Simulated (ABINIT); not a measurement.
# Calculated records

### Diamond (Fd-3m, 2 atoms a cell): a self-consistent loop beyond G0W0, cycle by cycle

The structure is cubic, space group Fd-3m (No. 227). The conventional cell has a = 3.567 Å, b = 3.567 Å, c = 3.567 Å, α = 90.00°, β = 90.00°, γ = 90.00°. Nearest to C lie 4 C at 1.54 Å.

* method: RPA screening on LDA from quasiparticle energies and orbitals, plane waves, norm-conserving pseudopotentials (and 4 further levels or steps)
* program: ABINIT 10.8.3
* settings: cutoff 37 Ha, PseudoDojo scalar-relativistic 0.4.1 standard, norm-conserving, potential set dojo-sr-lda-0.4.1-standard, ngkpt (6, 6, 6), nband 46, ecuteps 9.7 Ha, gwcalctyp 28, inclvkb 2, shiftk (0, 0, 0), symchi 1, awtr 1, frequency ppm, cycle 5, q points all but q = 0, 6×6×6 k-mesh
* cost: 16 runs, 13 min in all on 4 MPI ranks of Arm Neoverse V1, shared host
* notes: The cell and positions come from the Crystallography Open Database and are kept as given unless a step says otherwise. The 6×6×6 mesh is coarse for this cell, which bears on the long-range parts of exchange and screening.
* G0W0: 5.641 eV
* QSGW, cycle 1: 5.932 eV
* QSGW, cycle 2: 6.110 eV
* QSGW, cycle 3: 6.143 eV
* QSGW, cycle 4: 6.134 eV
* QSGW, cycle 5: 6.131 eV
* known limits: short of the basis limit; coarse k mesh

Only the bands that the input lists are updated; the higher empty ones keep the functional's energies. QSGW ends at 6.13 eV, +0.49 eV from G0W0, after 5 cycles that took 13 min beside the first screening; the last moved the gap by 0.003 eV.

[Paths, hosts, dates, memory and timing lines, banners, echoed tables and standing remarks are left out of the program output; an Ansatz launch command may be rebuilt from the run's recorded settings. Measured values are a selection of at most five: reports struck by readers or far from the other reports are left out. None is set beside runs whose start may be inverted or whose files or cutoffs have a known fault.]

[Runs of the session that timed out or met a known fault of the program may be left out.]

[Hosts, paths, dates, database ids (printed as entryN), source tags and the programs' standing remarks are cut or masked in the printed files.]

[G0W0 gaps are taken among the corrected bands and points alone; a level outside them can change the order at an edge.]

[Where Ansatz stands beside ABINIT at settings called matched, ABINIT's density can come from a denser mesh and the files from another edition; pairs whose starting gaps differed by over 0.03 eV were left out, so agreement reads better than it is.]
